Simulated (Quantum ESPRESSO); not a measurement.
**Collinear magnetic orders of MnNi3 with Quantum ESPRESSO**

Wanted: the moments of MnNi3 and the energy of each order that was tried.

Program: Quantum ESPRESSO 7.5. Level of theory: LDA; plane waves with GBRV 1.5 LDA potentials, no spin-orbit coupling. Results are calculated unless marked as measured.

### Step 1. The starting structure

The structure is cubic, space group Pm-3m (No. 221). Conventional cell: a = 3.593 Å, b = 3.593 Å, c = 3.593 Å, α = 90.00°, β = 90.00°, γ = 90.00°. Nearest to Mn lie 12 Ni at 2.54 Å. Ni has 4 Mn at 2.54 Å and 8 Ni at 2.54 Å nearest. Farther neighbours are not listed.

Structure file:

```cif
data_structure
_symmetry_space_group_name_H-M 'P 1'
_symmetry_Int_Tables_number 1
_cell_length_a 3.5930
_cell_length_b 3.5930
_cell_length_c 3.5930
_cell_angle_alpha 90.000
_cell_angle_beta 90.000
_cell_angle_gamma 90.000
_cell_volume 46.38
loop_
_atom_site_label
_atom_site_type_symbol
_atom_site_fract_x
_atom_site_fract_y
_atom_site_fract_z
_atom_site_occupancy
Mn1 Mn 0.00000 0.00000 0.00000 1
Ni2 Ni 0.00000 0.50000 0.50000 1
Ni3 Ni 0.50000 0.00000 0.50000 1
Ni4 Ni 0.50000 0.50000 0.00000 1
```

The cell comes from the Crystallography Open Database.

### Step 2. Run 1 (ferro ++++)

The signs are those of the starting moments on the seeded atoms, the atoms that are given a moment.

pw.in reads:

```
&CONTROL
  calculation = 'scf'
  prefix = 'pwscf'
  outdir = './tmp'
  pseudo_dir = './pseudo'
  disk_io = 'nowf'
/
&SYSTEM
  ibrav = 0
  nat = 4
  ntyp = 2
  ecutwfc = 40
  ecutrho = 280
  nbnd = 48
  occupations = 'smearing'
  smearing = 'fd'
  degauss = 0.00734986
  nspin = 2
  starting_magnetization(1) = 0.2333
  starting_magnetization(2) = 0.0556
/
&ELECTRONS
  conv_thr = 8d-09
  electron_maxstep = 150
  mixing_beta = 0.3
/
ATOMIC_SPECIES
Mn     54.9380 mn_lda_v1.5.uspp.F.UPF
Ni     58.6934 ni_lda_v1.4.uspp.F.UPF
CELL_PARAMETERS angstrom
   3.5930000000    0.0000000000    0.0000000000
   0.0000000000    3.5930000000    0.0000000000
   0.0000000000    0.0000000000    3.5930000000
ATOMIC_POSITIONS crystal
Mn      0.0000000000    0.0000000000    0.0000000000
Ni      0.0000000000    0.5000000000    0.5000000000
Ni      0.5000000000    0.0000000000    0.5000000000
Ni      0.5000000000    0.5000000000    0.0000000000
K_POINTS automatic
8 8 8 0 0 0
```

Command:

```bash
$ OMP_NUM_THREADS=1 mpirun -n 4 pw.x -nk 4 -in pw.in > pw.out
```

The log of the run:

```text
Program PWSCF v.7.5 starts

     Message from routine setup:
     using ibrav=0 with symmetry is DISCOURAGED, use correct ibrav instead

     K-points division:     npool     =       4
     Subspace diagonalization in iterative solution of the eigenvalue problem:

     G-vector sticks info
     --------------------
     sticks:   dense  smooth     PW     G-vecs:    dense   smooth      PW
     Sum        1033     593    185                24837    10779    1935

     Using Slab Decomposition

     bravais-lattice index     =            0
     lattice parameter (alat)  =       6.7898  a.u.
     unit-cell volume          =     313.0172 (a.u.)^3
     number of atoms/cell      =            4
     number of atomic types    =            2
     number of electrons       =        69.00
     number of Kohn-Sham states=           48
     kinetic-energy cutoff     =      40.0000  Ry
     charge density cutoff     =     280.0000  Ry
     scf convergence threshold =      8.0E-09
     mixing beta               =       0.3000
     number of iterations used =            8  plain     mixing
     Exchange-correlation=  SLA  PZ   NOGX NOGC
                           (   1   1   0   0   0   0   0)

     celldm(1)=   6.789786  celldm(2)=   0.000000  celldm(3)=   0.000000
     celldm(4)=   0.000000  celldm(5)=   0.000000  celldm(6)=   0.000000

     crystal axes: (cart. coord. in units of alat)
               a(1) = (   1.000000   0.000000   0.000000 )
               a(2) = (   0.000000   1.000000   0.000000 )
               a(3) = (   0.000000   0.000000   1.000000 )

     reciprocal axes: (cart. coord. in units 2 pi/alat)
               b(1) = (  1.000000  0.000000  0.000000 )
               b(2) = (  0.000000  1.000000  0.000000 )
               b(3) = (  0.000000  0.000000  1.000000 )

     PseudoPot. # 1 for Mn read from file:
     mn_lda_v1.5.uspp.F.UPF
     Pseudo is Ultrasoft + core correction, Zval = 15.0
     Generated by new atomic code, or converted to UPF format
     Using radial grid of  859 points,  6 beta functions with:
                l(1) =   0
                l(2) =   0
                l(3) =   1
                l(4) =   1
                l(5) =   2
                l(6) =   2
     Q(r) pseudized with  8 coefficients,  rinner =    0.950   0.950   0.950
                                                       0.950   0.950

     PseudoPot. # 2 for Ni read from file:
     ni_lda_v1.4.uspp.F.UPF
     Pseudo is Ultrasoft + core correction, Zval = 18.0
     Generated by new atomic code, or converted to UPF format
     Using radial grid of  865 points,  6 beta functions with:
                l(1) =   0
                l(2) =   0
                l(3) =   1
                l(4) =   1
                l(5) =   2
                l(6) =   2
     Q(r) pseudized with 10 coefficients,  rinner =    0.980   0.980   0.980
                                                       0.980   0.980

     atomic species   valence    mass     pseudopotential
     Mn               15.00    54.93800     Mn( 1.00)
     Ni               18.00    58.69340     Ni( 1.00)

     Starting magnetic structure
     atomic species   magnetization
     Mn              0.233
     Ni              0.056

     48 Sym. Ops., with inversion, found

   Cartesian axes

     site n.     atom                  positions (alat units)
         1        Mn     tau(   1) = (   0.0000000   0.0000000   0.0000000  )
         2        Ni     tau(   2) = (   0.0000000   0.5000000   0.5000000  )
         3        Ni     tau(   3) = (   0.5000000   0.0000000   0.5000000  )
         4        Ni     tau(   4) = (   0.5000000   0.5000000   0.0000000  )

     number of k points=    35  Fermi-Dirac smearing, width (Ry)=  0.0073
                       cart. coord. in units 2pi/alat
        k(    1) = (   0.0000000   0.0000000   0.0000000), wk =   0.0019531
        k(    2) = (   0.0000000   0.0000000   0.1250000), wk =   0.0117188
        k(    3) = (   0.0000000   0.0000000   0.2500000), wk =   0.0117188
        k(    4) = (   0.0000000   0.0000000   0.3750000), wk =   0.0117188
        k(    5) = (   0.0000000   0.0000000  -0.5000000), wk =   0.0058594
        [... 30 further k-points ...]

     Dense  grid:    24837 G-vectors     FFT dimensions: (  40,  40,  40)

     Smooth grid:    10779 G-vectors     FFT dimensions: (  27,  27,  27)

     Check: negative core charge=   -0.000040
     Generating pointlists ...
     new r_m :   0.2917 (alat units)  1.9805 (a.u.) for type    1
     new r_m :   0.2917 (alat units)  1.9805 (a.u.) for type    2

     Initial potential from superposition of free atoms

     starting charge      62.4999, renormalised to      69.0000
     Starting wfcs are   52 randomized atomic wfcs

     Self-consistent Calculation

     iteration #  1     ecut=    40.00 Ry     beta= 0.30
     Davidson diagonalization with overlap
     ethr =  1.00E-02,  avg # of iterations =  3.8

     total energy              =   -1216.71772984 Ry
     estimated scf accuracy    <      97.88637330 Ry

     total magnetization       =     1.99 Bohr mag/cell
     absolute magnetization    =     2.01 Bohr mag/cell

     iteration #  2     ecut=    40.00 Ry     beta= 0.30
     Davidson diagonalization with overlap
     ethr =  1.00E-02,  avg # of iterations =  3.0

     total energy              =   -1236.83019835 Ry
     estimated scf accuracy    <      42.47561780 Ry

     total magnetization       =     0.25 Bohr mag/cell
     absolute magnetization    =     0.30 Bohr mag/cell

     iteration #  3     ecut=    40.00 Ry     beta= 0.30
     Davidson diagonalization with overlap
     ethr =  1.00E-02,  avg # of iterations =  3.0

     total energy              =   -1239.63617939 Ry
     estimated scf accuracy    <       5.50906004 Ry

     total magnetization       =     4.62 Bohr mag/cell
     absolute magnetization    =     4.80 Bohr mag/cell

     [... further iterations left out ...]

     iteration # 17     ecut=    40.00 Ry     beta= 0.30
     Davidson diagonalization with overlap
     ethr =  4.88E-09,  avg # of iterations =  1.5

     total energy              =   -1240.78061315 Ry
     estimated scf accuracy    <       0.00000054 Ry

     total magnetization       =     4.58 Bohr mag/cell
     absolute magnetization    =     4.86 Bohr mag/cell

     iteration # 18     ecut=    40.00 Ry     beta= 0.30
     Davidson diagonalization with overlap
     ethr =  7.87E-10,  avg # of iterations =  1.5

     total energy              =   -1240.78061326 Ry
     estimated scf accuracy    <       0.00000018 Ry

     total magnetization       =     4.58 Bohr mag/cell
     absolute magnetization    =     4.86 Bohr mag/cell

     iteration # 19     ecut=    40.00 Ry     beta= 0.30
     Davidson diagonalization with overlap
     ethr =  2.54E-10,  avg # of iterations =  1.2

     total energy              =   -1240.78061331 Ry
     estimated scf accuracy    <       0.00000002 Ry

     total magnetization       =     4.58 Bohr mag/cell
     absolute magnetization    =     4.86 Bohr mag/cell

     iteration # 20     ecut=    40.00 Ry     beta= 0.30
     Davidson diagonalization with overlap
     ethr =  2.39E-11,  avg # of iterations =  1.5

     Magnetic moment per site  (integrated on atomic sphere of radius R)
     atom   1 (R=0.292)  charge= 13.3535  magn=  3.0516
     atom   2 (R=0.292)  charge= 16.8154  magn=  0.5033
     atom   3 (R=0.292)  charge= 16.8154  magn=  0.5033
     atom   4 (R=0.292)  charge= 16.8154  magn=  0.5033

     End of self-consistent calculation

     [... lines left out ...]
     the Fermi energy is    16.5635 ev

!    total energy              =   -1240.78061331 Ry
     estimated scf accuracy    <          1.0E-09 Ry
     smearing contrib. (-TS)   =      -0.01199777 Ry
     internal energy E=F+TS    =   -1240.76861555 Ry

     The total energy is F=E-TS. E is the sum of the following terms:
     one-electron contribution =    -687.55744729 Ry
     hartree contribution      =     384.09726356 Ry
     xc contribution           =    -131.34019526 Ry
     ewald contribution        =    -805.96823655 Ry

     total magnetization       =     4.58 Bohr mag/cell
     absolute magnetization    =     4.86 Bohr mag/cell

     convergence has been achieved in  20 iterations

=------------------------------------------------------------------------------=
   JOB DONE.
=------------------------------------------------------------------------------=
```

The job ended after 21 s (4 MPI ranks of AMD EPYC 9R14 (Zen 4), shared host; peak memory 0.43 GiB).

Spin moment in the atom's sphere by atom:

```csv
atom,spin moment in the atom's sphere (μB)
Mn1,3.05
Ni2,0.50
Ni3,0.50
Ni4,0.50
```

Numbers from this step:

```
smearing term TS       : 0.1632 eV
magnetization          : 4.582 μB
absolute magnetization : 4.86 μB
final state            : ferromagnetic
```

Spin density in the ac plane at fractional y = 0.000, with atoms of Mn and Ni within 0.2 Å of it.

Values in e/Å³, 14 rows by 14 columns, each cell a mean:
```
4.3 2.9 1.0 0.3 0.1 0.0 0.0 0.0 0.0 0.0 0.1 0.4 1.5 3.4
2.0 1.3 0.5 0.2 0.1 0.0 0.0 0.0 0.0 0.0 0.1 0.2 0.7 1.5
0.5 0.4 0.2 0.1 0.0 0.0 0.0 0.0 0.0 0.0 0.0 0.1 0.2 0.4
0.1 0.1 0.1 0.0 0.0 0.0 0.0 0.0 0.0 0.0 0.0 0.0 0.1 0.1
0.0 0.0 0.0 0.0 0.0 0.0 0.1 0.2 0.1 0.0 0.0 0.0 0.0 0.0
0.0 0.0 0.0 0.0 0.0 0.1 0.4 0.9 0.3 0.1 0.0 0.0 0.0 0.0
0.0 0.0 0.0 0.0 0.1 0.4 1.2 1.7 0.9 0.2 0.0 0.0 0.0 0.0
0.0 0.0 0.0 0.0 0.0 0.1 0.6 1.2 0.4 0.1 0.0 0.0 0.0 0.0
0.0 0.0 0.0 0.0 0.0 0.0 0.1 0.4 0.1 0.0 0.0 0.0 0.0 0.0
0.1 0.1 0.0 0.0 0.0 0.0 0.0 0.1 0.0 0.0 0.0 0.0 0.1 0.1
0.3 0.2 0.1 0.1 0.0 0.0 0.0 0.0 0.0 0.0 0.0 0.1 0.2 0.3
1.3 0.8 0.3 0.1 0.0 0.0 0.0 0.0 0.0 0.0 0.1 0.2 0.5 1.0
3.8 2.5 0.8 0.2 0.1 0.0 0.0 0.0 0.0 0.0 0.1 0.4 1.3 2.9
4.9 3.8 1.3 0.3 0.1 0.0 0.0 0.0 0.0 0.0 0.1 0.5 2.0 4.3
```
Columns run along a (3.6 Å), rows up along c (3.6 Å). Atoms in or near the plane, at fractional coordinates: Mn at (0.00, 0.00), Ni at (0.50, 0.50).

Valence density in the ac plane at fractional y = 0.000, with atoms of Mn and Ni within 0.2 Å of it. It is the smooth field of the valence electrons, not physical close to the nuclei.

Values in e/Å³, 14 rows by 14 columns, each cell a mean:
```
17 14  4  1  0  0  0  0  0  0  0  1  7 16
 9  6  2  1  0  0  0  0  0  0  0  1  3  7
 2  1  1  0  0  0  0  0  0  0  0  0  1  1
 0  0  0  0  0  1  1  1  1  0  0  0  0  0
 0  0  0  0  1  2  4  6  4  1  0  0  0  0
 0  0  0  0  1  7 20 28 17  4  1  0  0  0
 0  0  0  0  2 12 33 38 28  6  1  0  0  0
 0  0  0  0  1  8 25 33 20  4  1  0  0  0
 0  0  0  0  1  3  8 12  7  2  1  0  0  0
 0  0  0  0  0  1  1  2  1  1  0  0  0  0
 1  1  0  0  0  0  0  0  0  0  0  0  1  1
 6  4  1  0  0  0  0  0  0  0  0  1  2  4
16 12  4  1  0  0  0  0  0  0  0  1  6 14
11 16  6  1  0  0  0  0  0  0  0  2  9 17
```
Columns run along a (3.6 Å), rows up along c (3.6 Å). Atoms in or near the plane, at fractional coordinates: Mn at (0.00, 0.00), Ni at (0.50, 0.50).

(Continued in part 2 of 3.)

[Logs and program files are shortened in this print: banners, set-up blocks, solver, clock and traceback lines can be left out without a mark of their own.]

[Logs are printed without paths, hosts, clocks, repeated set-up lines and the standing remarks that a program may print on its own settings, such as how far it seeks lower states.]

[Hosts, paths, dates, database ids (printed as entryN), source tags and the programs' standing remarks are cut or masked in the printed files.]

[Where a cell is said to come from a database of computed structures, the database is the Materials Project.]
